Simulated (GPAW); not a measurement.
# A Ga chain with two Li atoms in line: relaxation, then transmission at several levels

Aim: the conductance of a Ga chain with two Li atoms in line after relaxation, and whether geometry, basis or functional moves it most.

Method: GPAW LCAO, PAW setups; relaxation of the junction within the symmetry of its start, lead ends held, in the first sound run; inputs show where later runs differ, in GPAW 26.7.0.

## (1) Starting point

The cell holds 14 atoms: 12 Ga and 2 Li. Cell: a = 9.000 Å, b = 9.000 Å, c = 36.351 Å, α = 90.0°, β = 90.0°, γ = 90.0°. Regions: left lead, 6 atoms (6 Ga); channel, 2 atoms (2 Li); right lead, 6 atoms (6 Ga). Vacuum lies along a and b. The structure is stacked along c, and the current runs across the ab planes.

## (2) Relaxing the atoms

Transmission follows bond lengths closely, so the atoms between the held lead ends are relaxed first, within whatever symmetry the start has.

File run.py:

```python
import json
from ase import Atoms
from ase.constraints import FixAtoms
from ase.optimize import BFGS
from gpaw import GPAW, FermiDirac

device = Atoms(
    ['Ga', 'Ga', 'Ga', 'Ga', 'Ga', 'Ga', 'Li', 'Li', 'Ga', 'Ga', 'Ga', 'Ga', 'Ga', 'Ga'],
    positions=[
        [4.50000, 4.50000, 1.27500],
        [4.50000, 4.50000, 3.82500],
        [4.50000, 4.50000, 6.37500],
        [4.50000, 4.50000, 8.92500],
        [4.50000, 4.50000, 11.47500],
        [4.50000, 4.50000, 14.02500],
        [4.50000, 4.50000, 16.70030],
        [4.50000, 4.50000, 19.65030],
        [4.50000, 4.50000, 22.32560],
        [4.50000, 4.50000, 24.87560],
        [4.50000, 4.50000, 27.42560],
        [4.50000, 4.50000, 29.97560],
        [4.50000, 4.50000, 32.52560],
        [4.50000, 4.50000, 35.07560]],
    cell=[[9.0, 0.0, 0.0], [0.0, 9.0, 0.0], [0.0, 0.0, 36.3506]],
    pbc=True)

device.set_constraint(FixAtoms([0, 1, 2, 3, 4, 9, 10, 11, 12, 13]))
device.calc = GPAW(mode='lcao', basis='dzp', xc='PBE', h=0.18,
                   kpts={'size': (1, 1, 2), 'gamma': True},
                   symmetry={'tolerance': 1e-3, 'extra_ids': [1, 1, 1, 1, 1, 0, 0, 0, 0, 1, 1, 1, 1, 1]},
                   occupations=FermiDirac(0.1), maxiter=250,
                   mixer=dict(beta=0.1, nmaxold=8, weight=100.0),
                   convergence=dict(density=0.0001), txt='relax.txt')
path = []
opt = BFGS(device, maxstep=0.15)
opt.attach(lambda: path.append((device.get_potential_energy(), device.positions.tolist(), device.get_forces().tolist())))
relaxed = bool(opt.run(fmax=0.05, steps=50))
json.dump(dict(relaxed=relaxed, path=path, positions=device.positions.tolist(), moments=device.get_magnetic_moments().tolist(),
               forces=device.get_forces(apply_constraint=False).tolist()), open('result.json', 'w'))
```

On the command line:

```bash
$ OMP_NUM_THREADS=1 OPENBLAS_NUM_THREADS=1 python run.py
```

The program printed:

```text
Step          Energy          fmax
BFGS:    0      -20.138329        0.278459
BFGS:    1      -20.140433        0.250624
BFGS:    2      -20.149727        0.085015
BFGS:    3      -20.149932        0.081891
BFGS:    4      -20.149885        0.147273
BFGS:    5      -20.152665        0.024374
```

It took 3.5 min on 1 thread of Arm Neoverse V2, shared host; peak memory 1.6 GiB.

Relaxation path:

```tsv
step	energy less that of the first step (eV)	largest force (eV/Å)
1	0.0000	0.2785
2	-0.0020	0.2506
3	-0.0108	0.0850
4	-0.0110	0.0819
5	-0.0097	0.1473
6	-0.0129	0.0244
```

The atoms that moved most (Å):

```tsv
atom	dx	dy	dz	length
Ga9	0.000	0.000	0.053	0.053
Ga6	0.000	0.000	-0.053	0.053
Li8	0.000	0.000	0.034	0.034
Li7	0.000	0.000	-0.034	0.034
```

The relaxation lowered the energy of the cell by 0.0129 eV (energies extrapolated to zero smearing; the optimiser's log prints free energies). The largest force left on a free atom is 0.024 eV/Å.

## (3) Double-zeta polarised basis

Localised orbitals split the wire into layers that couple to their neighbours alone, which is what the Green's function method needs; double zeta with polarisation is the usual level for numbers.

This step: GPAW LCAO, PAW setups; Landauer transmission from Green's functions with principal layers (ASE), zero bias (GPAW 26.7.0).

File run.py:

```python
import json
import numpy as np
from ase import Atoms
from ase.transport.calculators import TransportCalculator
from gpaw import GPAW, FermiDirac
from gpaw.lcao.tools import get_lcao_hamiltonian
from scipy.linalg import eigh

# The junction with lead layers at both ends, along the third cell vector
device = Atoms(
    ['Ga', 'Ga', 'Ga', 'Ga', 'Ga', 'Ga', 'Li', 'Li', 'Ga', 'Ga', 'Ga', 'Ga', 'Ga', 'Ga'],
    positions=[
        [4.50000, 4.50000, 1.27500],
        [4.50000, 4.50000, 3.82500],
        [4.50000, 4.50000, 6.37500],
        [4.50000, 4.50000, 8.92500],
        [4.50000, 4.50000, 11.47500],
        [4.50000, 4.50000, 13.97214],
        [4.50000, 4.50000, 16.66672],
        [4.50000, 4.50000, 19.68388],
        [4.50000, 4.50000, 22.37846],
        [4.50000, 4.50000, 24.87560],
        [4.50000, 4.50000, 27.42560],
        [4.50000, 4.50000, 29.97560],
        [4.50000, 4.50000, 32.52560],
        [4.50000, 4.50000, 35.07560]],
    cell=[[9.0, 0.0, 0.0], [0.0, 9.0, 0.0], [0.0, 0.0, 36.3506]],
    pbc=True)

# One principal layer of the lead: the first 3 atoms of the device
lead = Atoms(
    ['Ga', 'Ga', 'Ga'],
    positions=[
        [4.50000, 4.50000, 1.27500],
        [4.50000, 4.50000, 3.82500],
        [4.50000, 4.50000, 6.37500]],
    cell=[[9.0, 0.0, 0.0], [0.0, 9.0, 0.0], [0.0, 0.0, 7.65]],
    pbc=True)

settings = dict(mode='lcao', basis='dzp', xc='PBE', h=0.2,
                occupations=FermiDirac(0.1), maxiter=250,
                mixer=dict(beta=0.1, nmaxold=8, weight=100.0),
                convergence=dict(density=0.0001))
energies = np.arange(-2, 2 + 1e-9, 0.025)
eta = 0.0001
n1, n2 = 1, 1
# k and -k transmit alike, so half of the mesh across the current serves
mesh = [(i, j) for i in range(n1) for j in range(n2) if (i, j) <= (-i % n1, -j % n2)]
weights = np.array([1 if (i, j) == (-i % n1, -j % n2) else 2 for i, j in mesh]) / (n1 * n2)

# [... helper functions left out ...]
fermi_lead = ground_state(lead, (1, 1, 15), 'lead.txt')
fermi_device = ground_state(device, (1, 1, 2), 'device.txt')
# [... loop over the mesh left out, but for ...]
        # Shift the lead onto the potential of the device's first layer
        shift = ((H[:, 0, 0] - H0[:, 0, 0]) / S0[0, 0]).real.mean()
# [...]
kT = 8.617333e-5 * 300
bias = [0.1, 0.2, 0.5, 1.0, 1.5, 2.0]
# [... integrals and printing left out ...]
```

The program printed:

```text
basis functions: device 166, principal layer 39
Fermi level: lead -2.8498 eV, device -2.7563 eV; lead shifted by 0.0070 eV
largest coupling past the next layer 6.03e-05 eV, largest misfit of the first layer 0.028 eV
  E-E_F (eV)   T (one spin)  channels
    -2.000    1.8073e-04    1.0000
    -1.975    1.9460e-04    1.0000
    -1.950    2.0936e-04    1.0000
    -1.925    2.2505e-04    1.0000
    -1.900    2.4170e-04    1.0000
    -1.875    2.5932e-04    1.0000
    -1.850    2.7791e-04    1.0000
    -1.825    2.9746e-04    1.0000
    -1.800    3.1789e-04    1.0000
    -1.775    3.3911e-04    1.0000
    -1.750    3.6092e-04    1.0000
    -1.725    3.8302e-04    1.0000
    -1.700    4.0491e-04    1.0000
    -1.675    4.2582e-04    1.0000
    -1.650    4.4451e-04    1.0000
    -1.625    4.5892e-04    1.0000
[...]
1.825    1.1747e-01    3.0000
     1.850    1.1973e-01    3.0000
     1.875    1.2209e-01    3.0000
     1.900    1.2456e-01    3.0000
     1.925    1.2714e-01    3.0000
     1.950    1.2984e-01    3.0000
     1.975    1.3266e-01    3.0000
     2.000    1.3560e-01    3.0000
conductance at 300 K: 0.87169 G0 a cell; thermopower 16.07 uV/K
current from the zero-bias T(E) at 0.1 V: 6.6376 uA
current from the zero-bias T(E) at 0.2 V: 12.617 uA
current from the zero-bias T(E) at 0.5 V: 23.943 uA
current from the zero-bias T(E) at 1.0 V: 30.632 uA
current from the zero-bias T(E) at 1.5 V: 33.607 uA
current from the zero-bias T(E) at 2.0 V: 35.684 uA
```

Elapsed: 47 s, on 1 thread; peak memory 1.1 GiB.

This step gave:

```
conductance                                             : 0.8717 G₀
thermopower                                             : 16.07 μV/K
largest coupling past the next principal layer          : 6.03e-5 eV
largest misfit of the first principal layer             : 0.02757 eV
shift that aligns the lead                              : 0.007035 eV
basis functions of the junction                         : 166
basis functions of a principal layer                    : 39
transmission at the Fermi level (one spin)              : 0.9152
open channels of the lead at the Fermi level (one spin) : 3
```

One spin. Transmission, zone mean against energy, zero at the Fermi level:

energy (eV), transmission, zone mean and a bar:
```
   -2.000      0.000 
   -1.900      0.000 
   -1.800      0.000 
   -1.700      0.000 
   -1.600      0.000 
   -1.500      0.000 
   -1.400      0.003 
   -1.300      0.002 
   -1.200      0.003 
   -1.100      0.004 
   -1.000      0.006 
   -0.900      0.008 
   -0.800      0.012 
   -0.700      0.019 #
   -0.600      0.031 #
   -0.500      0.053 ##
   -0.400      0.096 ###
   -0.300      0.195 ######
   -0.200      0.435 #############
   -0.100      0.882 ##########################
   -0.050      0.998 ##############################
    0.000      0.915 ############################
    0.100      0.566 #################
    0.200      0.350 ###########
    0.300      0.240 #######
    0.400      0.181 #####
    0.500      0.146 ####
    0.600      0.125 ####
    0.700      0.110 ###
    0.800      0.101 ###
    0.900      0.095 ###
    1.000      0.092 ###
    1.100      0.090 ###
    1.200      0.089 ###
    1.300      0.091 ###
    1.400      0.093 ###
    1.500      0.097 ###
    1.600      0.101 ###
    1.700      0.108 ###
    1.800      0.115 ###
    1.900      0.125 ####
    2.000      0.136 ####
```

Crossings of the lead's bands, unfolded to its shortest repeat. Open channels, zone mean against energy, zero at the Fermi level:

```tsv
energy (eV)	open channels, zone mean
-2.000	1
-1.900	1
-1.800	1
-1.700	1
-1.600	1
-1.500	0
-1.400	1
-1.300	1
-1.200	1
-1.100	1
-1.000	1
-0.900	1
-0.800	1
-0.700	1
-0.600	1
-0.500	1
-0.400	1
-0.300	1
-0.200	3
-0.100	3
0.000	3
0.100	3
0.200	3
0.300	3
0.400	3
0.500	3
0.600	3
0.700	3
0.800	3
0.900	3
1.000	3
1.100	3
1.200	3
1.300	3
1.400	3
1.500	3
1.600	3
1.700	3
1.800	3
1.900	3
2.000	3
```

Not self-consistent under bias; the bias window is split evenly. Table of current through one cell, from the zero-bias transmission by bias:

```tsv
bias (V)	current through one cell, from the zero-bias transmission (μA)
0.100	6.64
0.200	12.6
0.500	23.9
1.000	30.6
1.500	33.6
2.000	35.7
```

Transmission of the three most open eigenchannels against energy, zero at the Fermi level:

```tsv
energy (eV)	channel 1	channel 2 = channel 3
-2.000	1.8e-4	0
-1.900	2.4e-4	0
-1.800	3.2e-4	0
-1.700	4.0e-4	0
-1.600	4.7e-4	0
-1.500	1.2e-4	0
-1.400	0.00295	0
-1.300	0.00248	0
-1.200	0.00309	0
-1.100	0.00415	0
-1.000	0.00581	0
-0.900	0.00838	0
-0.800	0.0125	0
-0.700	0.0192	0
-0.600	0.0309	0
-0.500	0.0526	0
-0.400	0.0964	0
-0.300	0.195	0
-0.200	0.435	9.4e-5
-0.100	0.881	2.3e-4
0.000	0.915	3.3e-4
0.100	0.566	3.2e-4
0.200	0.349	2.7e-4
0.300	0.240	2.4e-4
0.400	0.181	2.2e-4
0.500	0.146	2.2e-4
0.600	0.124	2.3e-4
0.700	0.110	2.5e-4
0.800	0.101	2.7e-4
0.900	0.0945	3.1e-4
1.000	0.0908	3.5e-4
1.100	0.0889	4.0e-4
1.200	0.0886	4.6e-4
1.300	0.0896	5.2e-4
1.400	0.0918	6.0e-4
1.500	0.0952	6.9e-4
1.600	0.0999	7.8e-4
1.700	0.106	8.9e-4
1.800	0.113	0.00101
1.900	0.122	0.00114
2.000	0.133	0.00129
```

Couplings past the next layer reach 6.0e-5 eV, small enough to drop; the matrix elements of the cell's first layer differ from the bulk lead's by up to 0.028 eV. That layer keeps its own values in the calculation, and only beyond it is the lead taken as perfect. The Fermi levels of lead and junction count from different zeros of potential, one for each periodic cell; with both set to zero, the small remaining shift is what aligns them. By hand: G = 0.8717 × 77.48 μS = 67.5 μS, a resistance of 14.8 kΩ; at 0.1 V a linear junction would pass 6.75 μA, and the integral over the bias window gives 6.64 μA. Mott's formula, S = -(π²/3)(k_B²T/e) d ln T/dE, has the prefactor 7.33 μV/K·eV at 300 K; T = 0.9782 at -0.025 eV and 0.8285 at 0.025 eV give a slope of -3.32 per eV and S = 24.3 μV/K, beside 16.1 μV/K from the thermal integral, which interpolates the same grid.

## (4) Single-zeta polarised basis

One radial function a shell plus polarisation makes the matrices smaller; the question is what that costs.

Edit run.py of step 3 so:

```diff
@@ -39,3 +39,3 @@
 
-settings = dict(mode='lcao', basis='dzp', xc='PBE', h=0.2,
+settings = dict(mode='lcao', basis='szp(dzp)', xc='PBE', h=0.2,
                 occupations=FermiDirac(0.1), maxiter=250,
```

The program printed:

```text
basis functions: device 116, principal layer 27
Fermi level: lead -3.1746 eV, device -3.0174 eV; lead shifted by 0.0049 eV
largest coupling past the next layer 5.81e-05 eV, largest misfit of the first layer 0.031 eV
  E-E_F (eV)   T (one spin)  channels
    -2.000    1.0790e-04    1.0000
    -1.975    1.1243e-04    1.0000
    -1.950    1.1656e-04    1.0000
    -1.925    1.2008e-04    1.0000
    -1.900    1.2274e-04    1.0000
    -1.875    1.2421e-04    1.0000
    -1.850    1.2403e-04    1.0000
    -1.825    1.2161e-04    1.0000
    -1.800    1.1615e-04    1.0000
    -1.775    1.0655e-04    1.0000
    -1.750    9.1299e-05    1.0000
    -1.725    6.8249e-05    1.0000
    -1.700    3.4304e-05    1.0000
    -1.675    5.4591e-10    0.0000
    -1.650    9.8691e-11    0.0000
    -1.625    6.1398e-11    0.0000
[...]
1.825    1.1959e-01    3.0000
     1.850    1.2189e-01    3.0000
     1.875    1.2431e-01    3.0000
     1.900    1.2683e-01    3.0000
     1.925    1.2947e-01    3.0000
     1.950    1.3222e-01    3.0000
     1.975    1.3509e-01    3.0000
     2.000    1.3809e-01    3.0000
conductance at 300 K: 0.89882 G0 a cell; thermopower 10.98 uV/K
current from the zero-bias T(E) at 0.1 V: 6.818 uA
current from the zero-bias T(E) at 0.2 V: 12.846 uA
current from the zero-bias T(E) at 0.5 V: 23.911 uA
current from the zero-bias T(E) at 1.0 V: 30.506 uA
current from the zero-bias T(E) at 1.5 V: 33.504 uA
current from the zero-bias T(E) at 2.0 V: 35.613 uA
```

Run time: 41 s. Hardware: 1 thread; peak memory 1.1 GiB.

This step gave:

```yaml
conductance: 0.8988 G₀
thermopower: 10.98 μV/K
largest_coupling_past_the_next_principal_layer: 5.81e-5 eV
largest_misfit_of_the_first_principal_layer: 0.03122 eV
shift_that_aligns_the_lead: 0.004941 eV
basis_functions_of_the_junction: 116
basis_functions_of_a_principal_layer: 27
transmission_at_the_fermi_level_one_spin: 0.9567
```

One spin. The transmission, zone mean by energy, zero at the Fermi level:

energy (eV), transmission, zone mean and a bar:
```
   -2.000      0.000 
   -1.900      0.000 
   -1.800      0.000 
   -1.700      0.000 
   -1.600      0.000 
   -1.500      0.000 
   -1.400      0.004 
   -1.300      0.004 
   -1.200      0.004 
   -1.100      0.005 
   -1.000      0.007 
   -0.900      0.009 
   -0.800      0.013 
   -0.700      0.019 #
   -0.600      0.030 #
   -0.500      0.050 ##
   -0.400      0.090 ###
   -0.300      0.176 #####
   -0.200      0.387 ############
   -0.100      0.817 #########################
   -0.025      0.996 ##############################
    0.000      0.957 #############################
    0.100      0.610 ##################
    0.200      0.371 ###########
    0.300      0.250 ########
    0.400      0.186 ######
    0.500      0.149 ####
    0.600      0.126 ####
    0.700      0.112 ###
    0.800      0.102 ###
    0.900      0.096 ###
    1.000      0.092 ###
    1.100      0.091 ###
    1.200      0.091 ###
    1.300      0.092 ###
    1.400      0.094 ###
    1.500      0.098 ###
    1.600      0.103 ###
    1.700      0.110 ###
    1.800      0.117 ####
    1.900      0.127 ####
    2.000      0.138 ####
```

Crossings of the lead's bands, unfolded to its shortest repeat. Table of open channels, zone mean by energy, zero at the Fermi level:

energy (eV), open channels, zone mean and a bar:
```
   -2.000       1.00 ##########
   -1.900       1.00 ##########
   -1.800       1.00 ##########
   -1.700       1.00 ##########
   -1.600       0.00 
   -1.500       0.00 
   -1.400       1.00 ##########
   -1.300       1.00 ##########
   -1.200       1.00 ##########
   -1.100       1.00 ##########
   -1.000       1.00 ##########
   -0.900       1.00 ##########
   -0.800       1.00 ##########
   -0.700       1.00 ##########
   -0.600       1.00 ##########
   -0.500       1.00 ##########
   -0.400       1.00 ##########
   -0.300       1.00 ##########
   -0.200       3.00 ##############################
   -0.100       3.00 ##############################
    0.000       3.00 ##############################
    0.100       3.00 ##############################
    0.200       3.00 ##############################
    0.300       3.00 ##############################
    0.400       3.00 ##############################
    0.500       3.00 ##############################
    0.600       3.00 ##############################
    0.700       3.00 ##############################
    0.800       3.00 ##############################
    0.900       3.00 ##############################
    1.000       3.00 ##############################
    1.100       3.00 ##############################
    1.200       3.00 ##############################
    1.300       3.00 ##############################
    1.400       3.00 ##############################
    1.500       3.00 ##############################
    1.600       3.00 ##############################
    1.700       3.00 ##############################
    1.800       3.00 ##############################
    1.900       3.00 ##############################
    2.000       3.00 ##############################
```

Not self-consistent under bias; the bias window is split evenly. Current through one cell, from the zero-bias transmission against bias:

```tsv
bias (V)	current through one cell, from the zero-bias transmission (μA)
0.100	6.82
0.200	12.8
0.500	23.9
1.000	30.5
1.500	33.5
2.000	35.6
```

Transmission of the three most open eigenchannels against energy, zero at the Fermi level:

```tsv
energy (eV)	channel 1	channel 2 = channel 3
-2.000	1.1e-4	0
-1.900	1.2e-4	0
-1.800	1.2e-4	0
-1.700	3.4e-5	0
-1.600	5.4e-11	0
-1.500	1.9e-10	0
-1.400	0.00404	0
-1.300	0.00365	0
-1.200	0.00401	0
-1.100	0.00496	0
-1.000	0.00654	0
-0.900	0.00902	0
-0.800	0.0129	0
-0.700	0.0193	0
-0.600	0.0303	0
-0.500	0.0502	0
-0.400	0.0896	0
-0.300	0.176	0
-0.200	0.387	1.1e-4
-0.100	0.816	2.8e-4
0.000	0.956	3.9e-4
0.100	0.610	3.6e-4
0.200	0.370	2.9e-4
0.300	0.250	2.4e-4
0.400	0.186	2.2e-4
0.500	0.149	2.2e-4
0.600	0.126	2.3e-4
0.700	0.111	2.4e-4
0.800	0.102	2.7e-4
0.900	0.0955	3.0e-4
1.000	0.0918	3.3e-4
1.100	0.0900	3.8e-4
1.200	0.0898	4.3e-4
1.300	0.0909	4.9e-4
1.400	0.0932	5.6e-4
1.500	0.0969	6.3e-4
1.600	0.102	7.2e-4
1.700	0.108	8.1e-4
1.800	0.116	9.0e-4
1.900	0.125	0.00101
2.000	0.136	0.00113
```

The conductance, 0.899 G₀, lies 3.1 % above that of the dzp run.

## (5) Minimal basis

One function for each valence shell of the setup, as for a first survey of a large system.

Edit run.py of step 4 so:

```diff
@@ -39,3 +39,3 @@
 
-settings = dict(mode='lcao', basis='szp(dzp)', xc='PBE', h=0.2,
+settings = dict(mode='lcao', basis='sz(dzp)', xc='PBE', h=0.2,
                 occupations=FermiDirac(0.1), maxiter=250,
```

The program printed:

```text
basis functions: device 50, principal layer 12
Fermi level: lead -3.2329 eV, device -3.0414 eV; lead shifted by -0.0012 eV
largest coupling past the next layer 5.75e-05 eV, largest misfit of the first layer 0.022 eV
  E-E_F (eV)   T (one spin)  channels
    -2.000    1.4158e-03    1.0000
    -1.975    1.4386e-03    1.0000
    -1.950    1.4504e-03    1.0000
[...]
1.975    5.1720e-01    3.0000
     2.000    5.2525e-01    3.0000
conductance at 300 K: 0.98061 G0 a cell; thermopower 2.275 uV/K
current from the zero-bias T(E) at 0.1 V: 7.5677 uA
current from the zero-bias T(E) at 0.2 V: 14.958 uA
current from the zero-bias T(E) at 0.5 V: 34.642 uA
current from the zero-bias T(E) at 1.0 V: 56.787 uA
current from the zero-bias T(E) at 1.5 V: 70.165 uA
current from the zero-bias T(E) at 2.0 V: 79.924 uA
```

Run time: 26 s. Hardware: 1 thread; peak memory 1 GiB.

This step gave:

```
conductance                                    : 0.9806 G₀
thermopower                                    : 2.275 μV/K
largest coupling past the next principal layer : 5.75e-5 eV
largest misfit of the first principal layer    : 0.02159 eV
shift that aligns the lead                     : -0.001239 eV
basis functions of the junction                : 50
basis functions of a principal layer           : 12
transmission at the Fermi level (one spin)     : 0.9916
```

The conductance, 0.981 G₀, lies 12 % above that of the dzp run.

(Part 1 of 2 ends here.)

[Logs are printed without paths, hosts, clocks, repeated set-up lines and the standing remarks that a program may print on its own settings, such as how far it seeks lower states.]

[Hosts, paths, dates, database ids (printed as entryN), source tags and the programs' standing remarks are cut or masked in the printed files.]
